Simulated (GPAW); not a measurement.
Entries from a set of simulations; values are calculated unless marked as measured.

## Quasiparticle gap of WS2 (Tungstenite) in GPAW

Symmetry: R3m, No. 160, trigonal system. The conventional cell has a = 3.158 Å, b = 3.158 Å, c = 18.490 Å, α = 90.00°, β = 90.00°, γ = 120.00°. Nearest to W lie 6 S at 2.39 to 2.42 Å. Nearest to S lie 3 W at 2.39 Å. S has 3 W at 2.42 Å nearest. Farther neighbours and most contacts between anions are not listed.

```xyz
3
Lattice="1.5790 0.9116 6.1633 -1.5790 0.9116 6.1633 0.0000 -1.8233 6.1633" Properties=species:S:1:pos:R:3 pbc="T T T"
W     0.0000    0.0000    0.0000
S     0.0000    0.0000    4.6170
S     0.0000    0.0000    7.7473
```

* method: DFT, LDA, plane waves, PAW (and 1 further level or step)
* program: GPAW 26.7.0
* settings of one run: cutoff 450 eV, GPAW PAW setups 1.2.1 data release, 6×6×6 k-mesh, nbands 96
* cost: 4 runs, 5.6 min in all on 4 MPI ranks of Intel Xeon 6975P-C (Granite Rapids), shared host (the runs of this entry)
* notes: The cell and positions come from the Crystallography Open Database and are kept as given unless a step says otherwise. Limits: no spin-orbit coupling. Bands and cutoff are finite, so the gap is not at the basis limit. The miss can reach some tenths of an eV and take either sign; the mesh is an error of its own.
* LDA gap: 0.94 eV, indirect
* G0W0 gap on the mesh: 1.34 eV
* GW settings: 6×6×6 mesh, 86 bands, screening to 80 eV, Godby-Needs plasmon pole
* known limits: not at the basis limit; no spin-orbit coupling

G0W0 moves the gap on the mesh from 0.94 eV to 1.34 eV (+0.39 eV), with Z of 0.79 and 0.80 at the edges. The dearest step here is «screening and self-energy».

[Paths, hosts, dates, memory and timing lines, banners, echoed tables and standing remarks are left out of the program output.]

[Logs are printed without paths, hosts, clocks, repeated set-up lines and the standing remarks that a program may print on its own settings, such as how far it seeks lower states.]

[Runs of the session that timed out or met a known fault of the program may be left out.]

[Hosts, paths, dates, database ids (printed as entryN), source tags and the programs' standing remarks are cut or masked in the printed files.]
